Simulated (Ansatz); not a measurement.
# Ba2ZnP2: optical spectrum from first principles, part 2 of 2

Aim: the dielectric function of Ba2ZnP2, and the optical constants that follow from it.

Ansatz 0.2.0; DFT, PBE, plane-wave PAW, default files, scalar-relativistic, independent-particle optical response without local fields.

So far, electronic dielectric constant ε∞, mean over x, y and z (by symmetry where fewer were run): step 3 (spectrum) 11.0.

## (4) Static response with local fields

A static field by perturbation theory: the induced potential is included, and the Born charges come with it.

This step: DFT, PBE, plane-wave PAW, default files, scalar-relativistic, static field response by perturbation theory with local fields (Ansatz 0.2.0).

Contents of input.yaml:

```yaml
crystal:
  lattice:
    - [-3.378, 6.554, 3.1925]
    - [3.378, -6.554, 3.1925]
    - [3.378, 6.554, -3.1925]
  atoms:
    - { symbol: Ba, position: [0.8597, 0.30882, 0.16852] }
    - { symbol: Ba, position: [0.1403, 0.69118, 0.83148] }
    - { symbol: Ba, position: [0.6403, 0.80882, 0.44912] }
    - { symbol: Ba, position: [0.3597, 0.19118, 0.55088] }
    - { symbol: Zn, position: [0.75, 0.75, 0.0] }
    - { symbol: Zn, position: [0.25, 0.25, 0.0] }
    - { symbol: P, position: [0.60649, 0.29992, 0.90641] }
    - { symbol: P, position: [0.39351, 0.70008, 0.09359] }
    - { symbol: P, position: [0.89351, 0.79992, 0.69343] }
    - { symbol: P, position: [0.10649, 0.20008, 0.30657] }
kpoints:
  mp_grid: { grid: [5, 5, 5] }
scf:
  occupations: { method: fixed }
hamiltonian:
  xc: pbe
  pseudopotentials: { kind: paw }
dielectric: {}
```

Command:

```bash
ansatz run input.yaml --threads 4 --pin off --max-ram 8192MiB --backend cpu --events-out ev --progress --plain --runs-dir out
```

Numbers of over 12 decimals in the logs are rounded to 6 here.

Output:

```text
[...]
Crystal: 10 atoms, lattice volume = 282.720 Å³
Basis set: ecut = 420 eV, 5549 PW (Γ), exchange–correlation on 108×108×108 points (8 copies of the dense FFT grid, shifted against one another)
Bands: 52, of which v1, the nominal top of the filled ones, is band 42 counted from 1 (41 counted from 0)
Symmetry: 8 space group operations
k-points: 63 of 125 (irreducible under 1 space group operation, time reversal used)
[...]
SCF iter   1: F=—  HF=-33468.289067 eV  |F-HF|=—  |Δ(HF+E_count)|=         —  Δρ=7.15e-4  dr2=9.79e-4  ethr=1.77e-3  ⟨swp⟩=7.3  Hψ=15214  notcnv=0  defer=477
[...]
SCF iter   9: F=-33468.290249 eV  HF=-33468.290249 eV  |F-HF|=0.00e0  |Δ(HF+E_count)|=  6.55e-10  Δρ=8.53e-8  dr2=3.63e-11  ethr=1.00e-12  ⟨swp⟩=18.1  Hψ=23260  notcnv=0
SCF 1 converged in 9 iterations: F = -33468.290249 eV  dr2 = 3.63e-11
[...]
DFPT response loops at Γ: preconditioner auto → Resta (q_TF=auto, 2.229 Å⁻¹)  ε∞=9.1 (no band partly filled); β = 1.00, the filter's whole step (`scf.mixing.beta` (0.50) is not read by the response loops at its default; to damp them type it under 1.00, their step now; it binds the ground state too); Broyden in place of MSR1
── the response to a field inside a basis, on 8×10×8 k-points: an SCF that follows is theirs, and a resumed run solves both again ──
Bands: 43, of which v1, the nominal top of the filled ones, is band 42 counted from 1 (41 counted from 0)
k-points: 320 of 640 (irreducible under 2 space group operations)
[...]
Eigensolver: Dense (320 Hₖ)
SCF iter   1: F=—  HF=-33468.090969 eV  |F-HF|=—  |Δ(HF+E_count)|=         —  Δρ=3.54e-4  dr2=1.88e-4  ethr=1.00e-1
[...]
SCF iter   5: F=-33468.090974 eV  HF=-33468.090974 eV  |F-HF|=2.63e-8  |Δ(HF+E_count)|=   2.24e-7  Δρ=4.04e-6  dr2=6.63e-8  ethr=8.59e-10
SCF 1 converged in 5 iterations: F = -33468.090974 eV  dr2 = 6.63e-8
[...]
SCF converged after 9 iterations
Free energy (F): -33468.290249 eV
[...]
Internal energy: -33468.290249 eV  (E = F + TS)
E sigma→0 (E₀):  -33468.290249 eV
Fermi energy:    7.908278 eV
[...]
--- Band table (eV; the first three rows and the last of 63) ---
  k-point 0: bands = [... 38 lower, 7.1946, 7.7430, 7.7947, 7.8229, 9.0096, 9.5530, 9.7696, 9.8806, ... 6 higher]
  k-point 1: bands = [... 38 lower, 7.0383, 7.3192, 7.7213, 7.8433, 9.1887, 9.6283, 9.7174, 9.8811, ... 6 higher]
  k-point 2: bands = [... 38 lower, 6.7519, 7.1148, 7.4159, 7.8928, 9.4493, 9.7373, 9.7983, 9.8079, ... 6 higher]
  k-point 62: bands = [... 38 lower, 6.9290, 7.1230, 7.3112, 7.5168, 9.4281, 9.5931, 9.9124, 10.2312, ... 6 higher]
--- Dielectric response (ions clamped): 3 representative field directions + reference, inside a basis on a mesh of 640 k-points (Σ response iterations 15) ---
  ε∞ (high-frequency dielectric tensor):
        9.013869     0.000000     0.000000
        0.000000     8.863227     0.000000
        0.000000     0.000000    11.327829
  Born effective charges Z* (e; rows j = field, columns β = displacement):
    site 0:
         2.71427   -0.63218    0.00000
        -0.16465    2.60357   -0.00000
        -0.00000   -0.00000    2.90534
    site 1:
         2.71427   -0.63218    0.00000
        -0.16465    2.60357    0.00000
        -0.00000   -0.00000    2.90534
    site 2:
         2.71427    0.63218    0.00000
         0.16465    2.60357   -0.00000
        -0.00000   -0.00000    2.90534
    site 3:
         2.71427    0.63218    0.00000
         0.16465    2.60357   -0.00000
         0.00000   -0.00000    2.90534
    site 4:
         1.21276    0.00000    0.00000
         0.00000    1.01820    0.00000
         0.00000   -0.00000    2.34669
    site 5:
         1.21276    0.00000    0.00000
        -0.00000    1.01820    0.00000
        -0.00000    0.00000    2.34669
    site 6:
        -3.32065    0.51268    0.00000
         0.50838   -3.11267   -0.00000
         0.00000    0.00000   -4.07869
    site 7:
        -3.32065    0.51268   -0.00000
         0.50838   -3.11267    0.00000
        -0.00000   -0.00000   -4.07869
    site 8:
        -3.32065   -0.51268   -0.00000
        -0.50838   -3.11267    0.00000
        -0.00000   -0.00000   -4.07869
    site 9:
        -3.32065   -0.51268    0.00000
        -0.50838   -3.11267    0.00000
        -0.00000   -0.00000   -4.07869
  Z* charge neutrality: 2.541e-2 e pre-enforcement
  solved inside a basis spanned on kpoints, on 8×10×8 k-points, its susceptibility summed on 10×12×10: ε∞ is read to err by 6.3e-2, Z* by 2.3e-2 e (field_mesh: kpoints solves on kpoints); Z* is corrected for what the basis lacks
```

Elapsed: 4.2 min, on 4 threads of Intel Xeon 6975P-C (Granite Rapids), shared host; peak memory 5.9 GiB.

Numbers from this step:

| Item | Value |
| --- | --- |
| electronic dielectric constant ε∞, mean over x, y and z (by symmetry where fewer were run) | 9.735 |

ε∞ with local fields:

```
 9.01  0.00  0.00
 0.00  8.86  0.00
 0.00  0.00 11.33
```

Diagonal elements. Born, by row:

```tsv
atom	Z*xx (e)	Z*yy (e)	Z*zz (e)
Ba1	2.714	2.604	2.905
Ba2	2.714	2.604	2.905
Ba3	2.714	2.604	2.905
Ba4	2.714	2.604	2.905
Zn5	1.213	1.018	2.347
Zn6	1.213	1.018	2.347
P7	-3.321	-3.113	-4.079
P8	-3.321	-3.113	-4.079
P9	-3.321	-3.113	-4.079
P10	-3.321	-3.113	-4.079
```

Mean Born charges are Ba +2.74, Zn +1.53 and P -3.50, against formal valences of +2, +2 and -3. That of Ba exceeds its valence by 37 %, the mark of charge moving along hybridised bonds as the atoms shift.

## (5) Outcome

```yaml
gap_on_the_path: 0.674 eV
least_direct_gap_on_the_path: 0.801 eV
electronic_dielectric_constant_eps_infinity_mean_over_x_y_and_z_by_symmetry_where_fewer_were_run_independent_particles: 11.0
absorption_onset_first_axis_alpha_over_1e4_cm_minus1_or_the_direct_gap_if_that_lies_higher: 0.967 eV
main_peak_of_im_epsilon_first_axis: 4.01 eV
photocurrent_from_vertical_transitions_in_a_film_500_nm_thick_on_a_perfect_mirror_two_passes_am1p5g_no_front_reflection_all_carriers_collected: 47.4 mA/cm²
electronic_dielectric_constant_eps_infinity_mean_over_x_y_and_z_by_symmetry_where_fewer_were_run_static_response_with_local_fields: 9.73
```

**Reading.** At this level (PBE, independent particles) Ba2ZnP2 has a mean ε∞ = 11.0 (9.73 with local fields) and n = 3.37 at 1550 nm (E ∥ x); absorption sets in near 1.0 eV, and Im ε peaks at 4.0 eV (E ∥ x). The gap is indirect (0.67 eV), so absorption without phonons can begin only at the direct gap of 0.80 eV. The absorption coefficient passes 10⁴ cm⁻¹ at 0.97 eV, in the infrared, so it absorbs across the visible. Distinct maxima of Im ε, read by a parabola through the highest points, lie at 4.01 eV (12) and 10.55 eV (1.7) for E ∥ x. The static values by axis are 10.26 (x), 10.46 (y), 12.21 (z). The f-sum over the summed bands holds 61.4 of the cell's 84 electrons outside the frozen cores, 32 of which lie in bands more than 12 eV below the Fermi level, whose transitions come at higher energies. Up to 14 eV the strength has a mean oscillator energy of 4.4 eV, close to the main peak. A polished face would reflect 37 % of daylight and look grey (CIE x = 0.312, y = 0.324 under D65). With local fields and the functional's kernel the static response is 9.73 against 11.0 for independent particles (-11 %). In the base spectrum excitons and phonon-assisted transitions are missing, and so are local fields; PBE gaps are as a rule too small, which pulls the onset down and ε∞ up. In the base run ε includes the program's bounded estimate of what the bands above those summed add. Spin-orbit coupling is left out although heavy atoms are present.

[Logs are printed without paths, hosts, clocks, repeated set-up lines and the standing remarks that a program may print on its own settings, such as how far it seeks lower states.]

[Hosts, paths, dates, database ids (printed as entryN), source tags and the programs' standing remarks are cut or masked in the printed files.]
